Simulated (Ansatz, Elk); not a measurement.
# Bonding as seen by X-rays: Sr2IrS4

The structure of Sr2IrS4 used here is made up (a known structure type with other elements) and was relaxed beforehand with PBE. The aim is the Fourier transform of its all-electron density, F(hkl), set beside the sum over free spherical atoms that refinements use.

Program: Elk 11.2.3 (patched build). Level of theory: DFT, PBE, all-electron APW+lo, Dirac cores, scalar-relativistic bands, static density, no spin. Results are calculated unless marked as measured.

This account leaves out most program logs.

The structure was built from a prototype and need not be the compound's stable phase.

## Step 1: Set-up

It takes space group I4/mmm (No. 139, tetragonal). The conventional cell has a = 4.644 Å, b = 4.644 Å, c = 15.210 Å, α = 90.00°, β = 90.00°, γ = 90.00°. Nearest to Ir lie 6 S at 2.32 to 2.49 Å. Nearest to Sr lie 9 S at 2.93 to 3.30 Å. Nearest to S lie 1 Ir at 2.49 Å and 5 Sr at 2.93 to 3.30 Å. Nearest to S lie 2 Ir at 2.32 Å and 4 Sr at 3.19 Å. Farther neighbours and most contacts between anions are not listed.

## Step 2: Ground state and structure factors

An all-electron density is needed, since X-rays see the cores too. Task 0 finds the density and task 195 Fourier-transforms it; tshift is off so that phases refer to the origin typed.

File elk.in:

```
tasks
  0
  195

xctype
  20

spinpol
  .false.

rgkmax
  7.0

gmaxvr
  14.0

lmaxo
  7

lmaxapw
  8

swidth
  0.002

tshift
  .false.

ramdisk
  .false.

hmaxvr
  5.5

maxscl
  120

epspot
  1e-06

sppath
  './'

avec
  -4.38771725897 4.38771725897 14.37165830831
  4.38771725897 -4.38771725897 14.37165830831
  4.38771725897 4.38771725897 -14.37165830831

atoms
  3
  'Ir.in'
  1
  0.0000000000 0.0000000000 -0.0000000000   0.000000 0.000000 0.000000
  'Sr.in'
  2
  0.3561075175 0.3561075175 0.0000000000   0.000000 0.000000 0.000000
  0.6438924825 0.6438924825 0.0000000000   0.000000 0.000000 0.000000
  'S.in'
  4
  0.1634019357 0.1634019357 0.0000000000   0.000000 0.000000 0.000000
  0.8365980643 0.8365980643 0.0000000000   0.000000 0.000000 0.000000
  0.5000000000 0.0000000000 0.5000000000   0.000000 0.000000 0.000000
  0.0000000000 0.5000000000 0.5000000000   0.000000 0.000000 0.000000

ngridk
  7 7 7
```

Command:

```
$ OMP_NUM_THREADS=4 elk
```

Elapsed: 92 s, on 4 threads of Arm Neoverse V2, shared host; peak memory 0.39 GiB.

SFACRHO.OUT:

```text

h k l indices transformed by vhmat matrix:
   1.000000000       0.000000000       0.000000000    
   0.000000000       1.000000000       0.000000000    
   0.000000000       0.000000000       1.000000000    

      h      k      l  multipl.   |H|            Re(F)            Im(F)           |F|

      0      0      0      1   0.0000000       217.00000     -0.46594863E-16   217.00000    
      1      1     -1      2  0.43719278       74.273034     -0.10549037E-14   74.273034    
      0     -1      0      8  0.74862285       44.455998     -0.73675077E-14   44.455998    
     -2     -2      2      2  0.87438557       23.129864      0.11586168E-13   23.129864    
      2      1     -2      8  0.97093318       102.45563     -0.15934342E-13   102.45563    
      0      0     -1      4   1.0125728       133.24040     -0.25890857E-14   133.24040    
     -1     -1      0      8   1.1029239       17.164316      0.12082749E-14   17.164316    
     -3     -2      3      8   1.3066221       86.229499     -0.64485690E-14   86.229499    
      3      3     -3      2   1.3115784       149.80605      0.18404703E-13   149.80605    
     -1     -3      2      8   1.3378541      -23.252170      0.11380514E-13   23.252170    
      1     -1     -1      4   1.4319941       165.45610      0.21699955E-14   165.45610    
      0     -2      0      8   1.4972457       60.866639      0.68993214E-16   60.866639    
      1     -2      0     16   1.6158723       37.364094      0.23198855E-14   37.364094    
      3      3     -2      8   1.6569675       97.674392      0.44267622E-13   97.674392    
      1      3     -3      8   1.6778430       20.233082      0.51891557E-14   20.233082    
     -4     -3      4      8   1.6894042       17.749443     -0.18919191E-13   17.749443    
     -3      0      2     16   1.7301209       91.233374     -0.13031868E-14   91.233374    
      4      4     -4      2   1.7487711       104.48946     -0.59575762E-14   104.48946
```

Elk indexes on the primitive cell of elk.in and gives |H| = 4π sin θ/λ in inverse bohr. Below, one row stands for each form hkl of the conventional cell (m members, Friedel mates merged), F is for one primitive cell and the density is static (no thermal factor). Free-atom factors are Waasmaier and Kirfel's, and R is Σm||F|−|F'||/Σm|F|.

```csv
hkl,m,sin θ/λ (Å⁻¹),"abs F, DFT",neutral atoms,diff.
002,2,0.066,74.273,74.285,-0.012
101,8,0.113,44.456,44.368,+0.088
004,2,0.132,23.130,23.223,-0.093
103,8,0.146,102.456,102.855,-0.399
110,4,0.152,133.240,133.055,+0.185
112,8,0.166,17.164,17.662,-0.498
105,8,0.197,86.230,86.122,+0.107
006,2,0.197,149.806,149.339,+0.467
114,8,0.201,23.252,22.943,+0.309
200,4,0.215,165.456,165.543,-0.087
202,8,0.225,60.867,60.877,-0.010
211,16,0.243,37.364,37.495,-0.131
116,8,0.249,97.674,97.770,-0.096
204,8,0.252,20.233,20.307,-0.074
107,8,0.254,17.749,17.907,-0.158
213,16,0.260,91.233,91.140,+0.093
008,2,0.263,104.490,104.780,-0.290
215,16,0.291,75.705,75.856,-0.151
```

## Step 3: The highest occupied states alone

An energy window below the Fermi level keeps the highest occupied states, to see at which angles they scatter; shallow core shells can lie inside it and anion s states outside. No new self-consistency is needed.

elk.in: that of step 2 with these lines changed.

```diff
@@ -1,3 +1,2 @@
 tasks
-  0
   195
@@ -40,2 +39,5 @@
 
+wsfac
+  -0.350300 0.500940
+
 sppath
```

Command:

```
$ OMP_NUM_THREADS=4 elk
```

It took 21 s on 4 threads; peak memory 0.25 GiB; 26 s of CPU time.

States within 15 eV below the Fermi level hold 37.00 electrons; any levels below the window count with the cores. Their amplitudes can exceed the total, where window and core parts have opposite phase:

```csv
hkl,sin θ/λ (Å⁻¹),"abs F, window","abs F, all"
002,0.066,12.729,74.273
101,0.113,9.799,44.456
004,0.132,7.808,23.130
103,0.146,1.844,102.456
110,0.152,4.489,133.240
112,0.166,3.928,17.164
105,0.197,4.357,86.230
006,0.197,10.255,149.806
114,0.201,2.851,23.252
200,0.215,7.793,165.456
```

## Step 4: Another functional

The difference from free atoms is small, so it is set against the change that LDA (Perdew-Wang) makes.

elk.in: that of step 3 with these lines changed.

```diff
@@ -1,2 +1,3 @@
 tasks
+  0
   195
@@ -4,3 +5,3 @@
 xctype
-  20
+  3
 
@@ -39,5 +40,2 @@
 
-wsfac
-  -0.350300 0.500940
-
 sppath
```

Command:

```
$ OMP_NUM_THREADS=4 elk
```

It took 68 s on 4 threads; peak memory 0.29 GiB.

Against the first run R = 0.04 %; the largest change is -0.075 at 440.

## Step 5: Basis size

The basis and the expansions that go with it are enlarged, to see whether the differences are converged.

elk.in: that of step 4 with these lines changed.

```diff
@@ -5,3 +5,3 @@
 xctype
-  3
+  20
 
@@ -11,12 +11,12 @@
 rgkmax
-  7.0
+  8.5
 
 gmaxvr
-  14.0
+  18.0
 
 lmaxo
-  7
+  9
 
 lmaxapw
-  8
+  10
```

Command:

```
$ OMP_NUM_THREADS=4 elk
```

Run time: 5 min. Hardware: 4 threads; peak memory 0.8 GiB.

Against the first run R = 0.01 %; the largest change is -0.015 at 2 2 12.

## Step 6: Settings against the effect

```csv
run,R against the first run (%),"R against neutral atoms, low angle (%)",wall time
"PBE, rgkmax 7",0.00,0.25,92 s
LDA (Perdew-Wang),0.04,0.22,68 s
rgkmax 8.5 with larger expansions,0.01,0.25,5 min
```

## Step 7: Outcome

| Quantity | Value |
| --- | --- |
| R against neutral atoms, sin θ/λ < 0.3 Å⁻¹ | 0.25 % |
| R against neutral atoms, 0.3 to 0.66 Å⁻¹ | 0.17 % |

**Reading.** Independent neutral atoms miss the calculated amplitudes by R = 0.25 % below 0.3 Å⁻¹ and 0.17 % from there to 0.66 Å⁻¹; by shells, 0.30 % below 0.15 Å⁻¹ (4 forms), 0.24 % 0.15 to 0.3 (15 forms), 0.14 % 0.3 to 0.45 (36 forms), 0.18 % above 0.45 (94 forms). Bonding, aspherical density and the tables' own atoms all enter these figures, and the runs don't part them. The largest change of an amplitude is -0.50 electrons, at 112. The window's part falls from 37.0 electrons at the origin to at most 0.68 between 0.45 and 0.66 Å⁻¹. Below 0.3 Å⁻¹ the changes that finished (LDA (Perdew-Wang) and rgkmax 8.5 with larger expansions) move F by R = 0.04 % at most, against the 0.25 % that separates it from free atoms. The k-mesh has no finished test. These runs have no spin, though d or f shells may be open. The electron count is odd, so without spin the run is a metal by force. Spin-orbit coupling is left out, which can matter for elements this heavy. Part of the difference isn't bonding: the tables are fits to free atoms and ions calculated by other methods than this functional. Thermal motion, anomalous dispersion and extinction are left out.

[Logs are printed without paths, hosts, clocks, repeated set-up lines and the standing remarks that a program may print on its own settings, such as how far it seeks lower states.]

[Hosts, paths, dates, database ids (printed as entryN), source tags and the programs' standing remarks are cut or masked in the printed files.]
